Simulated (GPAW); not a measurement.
# NiO: which magnetic order is lowest

Aim: find out whether NiO carries moments, and which collinear order costs least.

Calculated with GPAW 26.7.0; PBE with U = 6 eV on Ni d; plane waves with GPAW's PAW setups, scalar-relativistic.

## (1) Set-up

It takes space group Fm-3m (No. 225, cubic). The conventional cell has a = 4.172 Å, b = 4.172 Å, c = 4.172 Å, α = 90.00°, β = 90.00°, γ = 90.00°. Nearest to Ni lie 6 O at 2.09 Å. Nearest to O lie 6 Ni at 2.09 Å. Farther neighbours and most contacts between anions are not listed.

## (2) Order 1, typed as ferro +

The parallel start comes first: it fits the smallest cell, keeps the most symmetry and shows whether parallel moments form. A Hubbard U of customary size acts on the open shell; it was not fitted to this crystal.

order1.py

```python
import json
import numpy as np
from ase import Atoms
from ase.parallel import paropen, parprint
from gpaw import GPAW

atoms = Atoms(['Ni', 'O'],
    cell=[[0.0, 2.08590164, 2.08590164],
         [2.08590164, 0.0, 2.08590164],
         [2.08590164, 2.08590164, 0.0]],
    scaled_positions=[[0.0, 0.0, 0.0],
         [0.5, 0.5, 0.5]],
    pbc=True,
    magmoms=[2.0, 0.0])
atoms.calc = GPAW(mode={'name': 'pw', 'ecut': 700},
    xc='PBE',
    kpts={'size': (10, 10, 10), 'gamma': True},
    occupations={'name': 'fermi-dirac', 'width': 0.05},
    convergence={'density': 1e-05, 'energy': 1e-05},
    maxiter=200,
    setups={'Ni': ':d,6.0'},
    symmetry={'tolerance': 1e-4},
    txt='order1.txt')
e = atoms.get_potential_energy(force_consistent=True)
res = {'free_energy': e, 'energy_sigma0': atoms.get_potential_energy(), 'fermi_energy': atoms.calc.get_fermi_level()}
res['moments'] = atoms.get_magnetic_moments().tolist()
res['total'] = atoms.get_magnetic_moment()
parprint('site moments (muB):', np.round(res['moments'], 3))
parprint(f"total moment: {res['total']:.3f} muB")
parprint(f'free energy: {e:.6f} eV')
atoms.calc.write('order1.gpw')
with paropen('results.json', 'w') as f:
    json.dump(res, f)
```

Launch:

```sh
$ OMP_NUM_THREADS=1 mpirun -n 4 gpaw python order1.py > order1.log
```

Log:

```text
site moments (muB): [1.808 0.136]
total moment: 2.000 muB
free energy: -12.682777 eV

--- order1.txt ---
Input parameters:
  mode=PW(ecut=700),
  convergence={'density': 1e-05, 'energy': 1e-05},
  kpts=MonkhorstPack(size=(10, 10, 10), gamma=True),
  maxiter=200,
  occupations=Occupations(name='fermi-dirac', width=0.05),
  setups={'Ni': ':d,6.0'},
  symmetry=Symmetry(tolerance=0.0001),
  xc=XC(name='PBE')

Diagonalizing LCAO Hamiltonian
Converting LCAO to pw mode

              O

       Ni

Atoms  # Å, Bohr magnetons
|   | symbol |        x |        y |        z |    initial magnetic moments |
|---|--------|----------|----------|----------|-----------------------------|
| 0 |     Ni | 0.000000 | 0.000000 | 0.000000 | ( 0.0000,  0.0000,  2.0000) |
| 1 |      O | 2.085902 | 2.085902 | 2.085902 | ( 0.0000,  0.0000,  0.0000) |

Unit cell  # Å
| periodic |        x |        y |        z |  lengths |    angles |
|----------|----------|----------|----------|----------|-----------|
|      yes | 0.000000 | 2.085902 | 2.085902 | 2.949910 | 60.000000 |
|      yes | 2.085902 | 0.000000 | 2.085902 | 2.949910 | 60.000000 |
|      yes | 2.085902 | 2.085902 | 0.000000 | 2.949910 | 60.000000 |

Number of symmetries: 48

BZ-sampling:
  Number of BZ points: 1000
  Number of IBZ points: 47

  Monkhorst-Pack size: [10, 10, 10]
  Monkhorst-Pack shift: [0.05, 0.05, 0.05]

K-points  # in reciprocal-cell coordinates
|     |                                coordinates |     weight |
|-----|--------------------------------------------|------------|
|   0 | (  0.00000000,   0.00000000,   0.00000000) | 0.00100000 |
|   1 | (  0.10000000,   0.10000000,   0.00000000) | 0.00600000 |
|   2 | (  0.10000000,   0.10000000,   0.10000000) | 0.00800000 |
|   3 | (  0.20000000,   0.10000000,   0.10000000) | 0.01200000 |
|   4 | (  0.20000000,   0.20000000,   0.00000000) | 0.00600000 |
|   5 | (  0.20000000,   0.20000000,   0.10000000) | 0.02400000 |
|   6 | (  0.20000000,   0.20000000,   0.20000000) | 0.00800000 |
|   7 | (  0.30000000,   0.20000000,   0.10000000) | 0.02400000 |
|   8 | (  0.30000000,   0.20000000,   0.20000000) | 0.02400000 |
|   9 | (  0.30000000,   0.30000000,   0.00000000) | 0.00600000 |
| ... |                                            |            |
|  46 | (  0.50000000,   0.50000000,   0.50000000) | 0.00400000 |

Plane wave coefficients: 785
Cutoff: 700.0 eV

Spin-components: 2 (collinear spins)
Bands:           16
Projectors:      11
Spin-degeneracy: 1
Datatype:        complex128

Parallelization:
  kpt:    4
  domain: 1
  band:   1

Density:
  Valence electrons: 22.0
  Components: 2
  Grid points: [18 18 18]
  Charge: 0.0  # |e|

Potential:
  Grid points: [18 18 18]

species:
  Ni:
    name:    Nickel
    Z:       28.0
    valence: 16
    core:    12
    charge:  0.0  # [|e|]
    Hubbard: {U: 6.0,  # eV
              l: 2,
              scale: True}
    compensation charges:
      type: gauss
      rc: 0.36  # [Å]
      lmax: 2
    cutoffs:
      filter: 2.14  # [Å]
      core: 1.98  # [Å]
    projectors
    | kind |    occ | energy [eV] | rcut [Å] |
    |------|--------|-------------|----------|
    |   4s |  2.000 |      -5.642 |    1.164 |
    |   3p |  6.000 |     -71.394 |    1.207 |
    |   4p |  0.000 |      -1.226 |    1.207 |
    |   3d |  8.000 |      -8.875 |    1.138 |
    |    s |        |      21.570 |    1.164 |
    |    d |        |      18.337 |    1.138 |

    Using partial waves for Ni as LCAO basis

  O:
    name:    Oxygen
    Z:       8.0
    valence: 6
    core:    2
    charge:  0.0  # [|e|]
    compensation charges:
      type: gauss
      rc: 0.21  # [Å]
      lmax: 2
    cutoffs:
      filter: 1.17  # [Å]
      core: 0.83  # [Å]
    projectors
    | kind |    occ | energy [eV] | rcut [Å] |
    |------|--------|-------------|----------|
    |   2s |  2.000 |     -23.961 |    0.688 |
    |   2p |  4.000 |      -9.029 |    0.598 |
    |    s |        |       3.251 |    0.688 |
    |    p |        |      18.182 |    0.598 |
    |    d |        |       0.000 |    0.619 |

    Using partial waves for O as LCAO basis

Reference energy: -43408.850748  # eV

eigensolver:
  PPCG
  Converge bands: occupied
  niter=2

density mixing:
  MSR1-Mixer
  Pratt-step length: 0.05
  Maximum mixing coefficient: 0.75
  Old densities: 10
  SVD Regularization: 0.005
  Good broyden scale: 1.0
  Trust region scale: 1.0
  Backstep threshold: 4.0
  History deletion threshold: 6.0
  Fourier metric: weight=20.0, sigma=0.015

occupation numbers:
  Fermi-Dirac:
    width: 0.0500  # eV

poisson solver:
  ecut: 5600.0  # eV

xc functional:
  name: PBE with 2 nearest neighbor stencil

convergence criteria:
- Maximum integral of absolute [dens]ity change: 1e-05 electrons / valence electron
- Maximum [total energy] change in last 3 cyles: 1e-05 eV / valence electron
- Maximum integral of absolute [eigenst]ate change: 4e-08 eV^2 / valence electron
maximum number of iterations: 200

SCF iterations
|iter     |      energy | eigst |  dens |  magmom |
|---------|-------------|-------|-------|---------|
|iter:   1|       0s |  -10.292995 | +0.35 |       |  +2.0008|
|iter:   2|       0s |  -10.280759 | -1.87 | -1.03 |  +2.0007|
|iter:   3|       0s |  -12.364927 | -1.49 | -1.07 |  +2.0003|
|iter:   4|       1s |  -12.626877 | -1.71 | -1.55 |  +2.0001|
|iter:   5|       1s |  -12.649254 | -3.24 | -1.89 |  +2.0001|
|iter:   6|       2s |  -12.682240 | -2.72 | -2.12 |  +2.0000|
|iter:   7|       2s |  -12.682706 | -4.82 | -2.70 |  +2.0000|
|iter:   8|       2s |  -12.682757 | -5.48 | -3.00 |  +2.0000|
|iter:   9|       3s |  -12.682775c| -6.32 | -3.89 |  +2.0000|
|iter:  10|       3s |  -12.682777c| -6.69 | -4.20 |  +2.0000|
|iter:  11|       3s |  -12.682777c| -7.92c| -4.83 |  +2.0000|
|iter:  12|       4s |  -12.682777c| -8.24c| -5.43c|  +2.0000|

Converged in 12 steps
Energy contributions relative to reference atoms: (reference = -43408.850748)

Energy contributions:
  Kinetic:          37.941526
  Coulomb:         -31.670376
  Zero:              0.196644
  External:          0.000000
  Xc:              -19.150571
  Entropy:          -0.000000
  Spinorbit:         0.000000
  ----------------------------
  Free energy:     -12.682777
  Extrapolated:    -12.682777

dipole moment: (-8.401114, -8.401114, -8.401114)  # |e|*Ang

Total magnetic moment: (0.000000, 0.000000, 2.000000)

Local magnetic moments
|        x |        y |        z |
|----------|----------|----------|
| 0.000000 | 0.000000 | 1.807651 |  # Ni   0
| 0.000000 | 0.000000 | 0.135666 |  # O    1

Fermi level: 8.326
Eigenvalues  # (at kpt = [0.000, 0.000, 0.000])
| band index |      eig [eV] | occ [0-1] |      eig [eV] | occ [0-1] |
|------------|---------------|-----------|---------------|-----------|
|          0 |       -56.879 |     1.000 |       -54.651 |     1.000 |
|        ... |               |           |               |           |
|          3 |       -11.894 |     1.000 |       -11.603 |     1.000 |
|          4 |         1.329 |     1.000 |         3.417 |     1.000 |
|          5 |         1.329 |     1.000 |         3.417 |     1.000 |
|          6 |         2.364 |     1.000 |         3.417 |     1.000 |
|          7 |         2.364 |     1.000 |         5.910 |     1.000 |
|          8 |         2.364 |     1.000 |         5.910 |     1.000 |
|          9 |         5.579 |     1.000 |         5.910 |     1.000 |
|         10 |         5.579 |     1.000 |        10.036 |     0.000 |
|         11 |         5.579 |     1.000 |        10.204 |     0.000 |
|         12 |         9.699 |     0.000 |        10.204 |     0.000 |
|         13 |        26.011 |     0.000 |        26.273 |     0.000 |
|         14 |        26.011 |     0.000 |        26.273 |     0.000 |
|         15 |        26.011 |     0.000 |        26.273 |     0.000 |

Gap: 2.358 eV
Transition (v -> c):
  (s=0, k=46, n=11, [0.50, 0.50, 0.50]) -> (s=0, k=0, n=12, [0.00, 0.00, 0.00])
Direct/indirect transitions are different
Direct gap: 3.547 eV
Transition at: (s=0->1, k=15, n=11, [0.40, 0.20, 0.20])
```

Wall time 9.7 s (4 MPI ranks of Intel Xeon 6975P-C (Granite Rapids), shared host); peak memory 0.68 GiB.

This step gave:

* magnetization: 2 μB
* final state: ferromagnetic
* largest moment: 1.808 μB

After 12 cycles the largest moment stands at 1.81 μB.

## (3) Start 2: antiferro q=(0,1/2,1/2) +-

An opposed order shows whether the pairs that it reverses prefer unlike signs.

This order needs a doubled cell of 4 atoms. Its mesh is chosen so that both cells sample the same points.

order2.py

```python
import json
import numpy as np
from ase import Atoms
from ase.parallel import paropen, parprint
from gpaw import GPAW

atoms = Atoms(['Ni', 'Ni', 'O', 'O'],
    cell=[[0.0, 2.08590164, 2.08590164],
         [4.17180328, 0.0, 4.17180328],
         [4.17180328, 2.08590164, 2.08590164]],
    scaled_positions=[[0.0, 0.0, 0.0],
         [0.0, 0.5, 0.0],
         [0.5, 0.0, 0.5],
         [0.5, 0.5, 0.5]],
    pbc=True,
    magmoms=[2.0, -2.0, 0.0, 0.0])
atoms.calc = GPAW(mode={'name': 'pw', 'ecut': 700},
    xc='PBE',
    kpts={'size': (10, 5, 10), 'gamma': True},
    occupations={'name': 'fermi-dirac', 'width': 0.05},
    convergence={'density': 1e-05, 'energy': 1e-05},
    maxiter=200,
    setups={'Ni': ':d,6.0'},
    symmetry={'tolerance': 1e-4},
    txt='order2.txt')
e = atoms.get_potential_energy(force_consistent=True)
res = {'free_energy': e, 'energy_sigma0': atoms.get_potential_energy(), 'fermi_energy': atoms.calc.get_fermi_level()}
res['moments'] = atoms.get_magnetic_moments().tolist()
res['total'] = atoms.get_magnetic_moment()
parprint('site moments (muB):', np.round(res['moments'], 3))
parprint(f"total moment: {res['total']:.3f} muB")
parprint(f'free energy: {e:.6f} eV')
atoms.calc.write('order2.gpw')
with paropen('results.json', 'w') as f:
    json.dump(res, f)
```

Launch:

```sh
$ OMP_NUM_THREADS=1 mpirun -n 4 gpaw python order2.py > order2.log
```

Log:

```text
UserWarning: The angles between your unit-cell vectors are 30.0, 54.7 and 60.0 degrees.  Results may be wrong!  Please Niggli-reduce your unit-cell so that the angles are closer to 90 degrees:

  from ase.build import niggli_reduce
  niggli_reduce(atoms)

UserWarning: The angles between your unit-cell vectors are 30.0, 54.7 and 60.0 degrees.  Results may be wrong!  Please Niggli-reduce your unit-cell so that the angles are closer to 90 degrees:

  from ase.build import niggli_reduce
  niggli_reduce(atoms)

UserWarning: The angles between your unit-cell vectors are 30.0, 54.7 and 60.0 degrees.  Results may be wrong!  Please Niggli-reduce your unit-cell so that the angles are closer to 90 degrees:

  from ase.build import niggli_reduce
  niggli_reduce(atoms)

UserWarning: The angles between your unit-cell vectors are 30.0, 54.7 and 60.0 degrees.  Results may be wrong!  Please Niggli-reduce your unit-cell so that the angles are closer to 90 degrees:

  from ase.build import niggli_reduce
  niggli_reduce(atoms)

UserWarning: Initial realspace grid (18,36,32) inconsistent with symmetries.
UserWarning: Initial realspace grid (18,36,32) inconsistent with symmetries.
UserWarning: Initial realspace grid (18,36,32) inconsistent with symmetries.
UserWarning: Initial realspace grid (18,36,32) inconsistent with symmetries.
UserWarning: Using symmetrized grid: (36,36,36).

UserWarning: Using symmetrized grid: (36,36,36).

UserWarning: Using symmetrized grid: (36,36,36).

UserWarning: Using symmetrized grid: (36,36,36).

site moments (muB): [ 1.818 -1.818 -0.046  0.046]
total moment: -0.000 muB
free energy: -25.351274 eV

--- order2.txt ---
Input parameters:
  mode=PW(ecut=700),
  convergence={'density': 1e-05, 'energy': 1e-05},
  kpts=MonkhorstPack(size=(10, 5, 10), gamma=True),
  maxiter=200,
  occupations=Occupations(name='fermi-dirac', width=0.05),
  setups={'Ni': ':d,6.0'},
  symmetry=Symmetry(tolerance=0.0001),
  xc=XC(name='PBE')

Diagonalizing LCAO Hamiltonian
Converting LCAO to pw mode

                   O

              O

            Ni

       Ni

Atoms  # Å, Bohr magnetons
|   | symbol |        x |        y |        z |    initial magnetic moments |
|---|--------|----------|----------|----------|-----------------------------|
| 0 |     Ni | 0.000000 | 0.000000 | 0.000000 | ( 0.0000,  0.0000,  2.0000) |
| 1 |     Ni | 2.085902 | 0.000000 | 2.085902 | ( 0.0000,  0.0000, -2.0000) |
| 2 |      O | 2.085902 | 2.085902 | 2.085902 | ( 0.0000,  0.0000,  0.0000) |
| 3 |      O | 4.171803 | 2.085902 | 4.171803 | ( 0.0000,  0.0000,  0.0000) |

Unit cell  # Å
| periodic |        x |        y |        z |  lengths |    angles |
|----------|----------|----------|----------|----------|-----------|
|      yes | 0.000000 | 2.085902 | 2.085902 | 2.949910 | 30.000000 |
|      yes | 4.171803 | 0.000000 | 4.171803 | 5.899821 | 54.735610 |
|      yes | 4.171803 | 2.085902 | 2.085902 | 5.109395 | 60.000000 |

Number of symmetries: 4

BZ-sampling:
  Number of BZ points: 500
  Number of IBZ points: 141

  Monkhorst-Pack size: [10, 5, 10]
  Monkhorst-Pack shift: [0.05, 0.0, 0.05]

Plane wave coefficients: 1556
Cutoff: 700.0 eV

Spin-components: 2 (collinear spins)
Bands:           31
Projectors:      22
Spin-degeneracy: 1
Datatype:        complex128

Parallelization:
  kpt:    4
  domain: 1
  band:   1

Density:
  Valence electrons: 44.0
  Components: 2
  Grid points: [36 36 36]
  Charge: 0.0  # |e|

Potential:
  Grid points: [36 36 36]

[... setups left out ...]
Reference energy: -86817.701497  # eV

eigensolver:
  PPCG
  Converge bands: occupied
  niter=2

density mixing:
  MSR1-Mixer
  Pratt-step length: 0.05
  Maximum mixing coefficient: 0.75
  Old densities: 10
  SVD Regularization: 0.005
  Good broyden scale: 1.0
  Trust region scale: 1.0
  Backstep threshold: 4.0
  History deletion threshold: 6.0
  Fourier metric: weight=20.0, sigma=0.015

occupation numbers:
  Fermi-Dirac:
    width: 0.0500  # eV

poisson solver:
  ecut: 5600.0  # eV

xc functional:
  name: PBE with 2 nearest neighbor stencil

convergence criteria:
- Maximum integral of absolute [dens]ity change: 1e-05 electrons / valence electron
- Maximum [total energy] change in last 3 cyles: 1e-05 eV / valence electron
- Maximum integral of absolute [eigenst]ate change: 4e-08 eV^2 / valence electron
maximum number of iterations: 200

SCF iterations
|iter     |      energy | eigst |  dens |  magmom |
|---------|-------------|-------|-------|---------|
|iter:   1|       0s |  -20.454722 | +0.35 |       |  +0.0000|
|iter:   2|       8s |  -20.503152 | -1.67 | -1.06 |  -0.0000|
|iter:   3|      16s |  -24.771029 | -1.45 | -1.10 |  -0.0000|
|iter:   4|      24s |  -25.280325 | -1.71 | -1.59 |  -0.0000|
|iter:   5|      32s |  -25.297143 | -3.15 | -1.87 |  -0.0000|
|iter:   6|      40s |  -25.349814 | -2.76 | -2.09 |  -0.0000|
|iter:   7|      48s |  -25.351075 | -4.94 | -2.80 |  -0.0000|
|iter:   8|      56s |  -25.351255 | -5.57 | -3.13 |  +0.0000|
|iter:   9|      64s |  -25.351271c| -6.49 | -4.03 |  +0.0000|
|iter:  10|      72s |  -25.351274c| -7.02 | -4.40 |  -0.0000|
|iter:  11|      76s |  -25.351274c| -7.76c| -4.96 |  -0.0000|
|iter:  12|      80s |  -25.351274c| -8.58c| -5.57c|  -0.0000|

Converged in 12 steps
Energy contributions relative to reference atoms: (reference = -86817.701497)

Energy contributions:
  Kinetic:          75.818540
  Coulomb:         -63.267064
  Zero:              0.392837
  External:          0.000000
  Xc:              -38.295588
  Entropy:          -0.000000
  Spinorbit:         0.000000
  ----------------------------
  Free energy:     -25.351274
  Extrapolated:    -25.351274

dipole moment: (-20.103119, -8.404027, -28.507149)  # |e|*Ang

Total magnetic moment: (0.000000, 0.000000, -0.000000)

Local magnetic moments
|        x |        y |         z |
|----------|----------|-----------|
| 0.000000 | 0.000000 |  1.817508 |  # Ni   0
| 0.000000 | 0.000000 | -1.817508 |  # Ni   1
| 0.000000 | 0.000000 | -0.046064 |  # O    2
| 0.000000 | 0.000000 |  0.046064 |  # O    3

Fermi level: 8.482
Eigenvalues  # (at kpt = [0.000, 0.000, 0.000])
| band index |      eig [eV] | occ [0-1] |      eig [eV] | occ [0-1] |
|------------|---------------|-----------|---------------|-----------|
|          0 |       -56.918 |     1.000 |       -56.918 |     1.000 |
|        ... |               |           |               |           |
|         14 |         3.129 |     1.000 |         3.129 |     1.000 |
|         15 |         4.053 |     1.000 |         4.053 |     1.000 |
|         16 |         4.053 |     1.000 |         4.053 |     1.000 |
|         17 |         4.331 |     1.000 |         4.331 |     1.000 |
|         18 |         4.331 |     1.000 |         4.331 |     1.000 |
|         19 |         5.754 |     1.000 |         5.754 |     1.000 |
|         20 |         5.762 |     1.000 |         5.762 |     1.000 |
|         21 |         5.762 |     1.000 |         5.762 |     1.000 |
|         22 |         9.862 |     0.000 |         9.862 |     0.000 |
|         23 |        10.473 |     0.000 |        10.473 |     0.000 |
|         24 |        10.733 |     0.000 |        10.733 |     0.000 |
|         25 |        14.372 |     0.000 |        14.372 |     0.000 |
|         26 |        19.050 |     0.000 |        19.050 |     0.000 |
|         27 |        19.525 |     0.000 |        19.525 |     0.000 |
|         28 |        24.898 |     0.000 |        24.898 |     0.000 |
|         29 |        24.898 |     0.000 |        24.898 |     0.000 |
|         30 |        26.138 |     0.000 |        26.138 |     0.000 |

Gap: 2.419 eV
Transition (v -> c):
  (s=0, k=115, n=21, [0.50, 0.00, 0.00]) -> (s=1, k=0, n=22, [0.00, 0.00, 0.00])
Direct/indirect transitions are different
Direct gap: 3.747 eV
Transition at: (s=0, k=34, n=21, [0.20, 0.40, -0.40])
```

Wall time 1.8 min (4 MPI ranks); peak memory 1.6 GiB; 7.1 min of CPU time.

The program warns that the cell vectors are strongly skewed. A reduced cell would be the safer input.

Spin moment in the augmentation sphere by atom:

```csv
atom,spin moment in the augmentation sphere (μB)
Ni1,1.82
Ni2,-1.82
O3,-0.05
O4,0.05
```

Read from the output:

- magnetization: 0 μB
- final state: antiferromagnetic

It lies 7.14 meV a seeded atom over the first start, and its largest moment is 1.82 μB against 1.81 μB.

(Continued in part 2 of 2.)

[Logs and program files are shortened in this print: banners, set-up blocks, solver, clock and traceback lines can be left out without a mark of their own.]

[Logs are printed without paths, hosts, clocks, repeated set-up lines and the standing remarks that a program may print on its own settings, such as how far it seeks lower states.]

[Hosts, paths, dates, database ids (printed as entryN), source tags and the programs' standing remarks are cut or masked in the printed files.]

[Where a cell is said to come from a database of computed structures, the database is the Materials Project.]
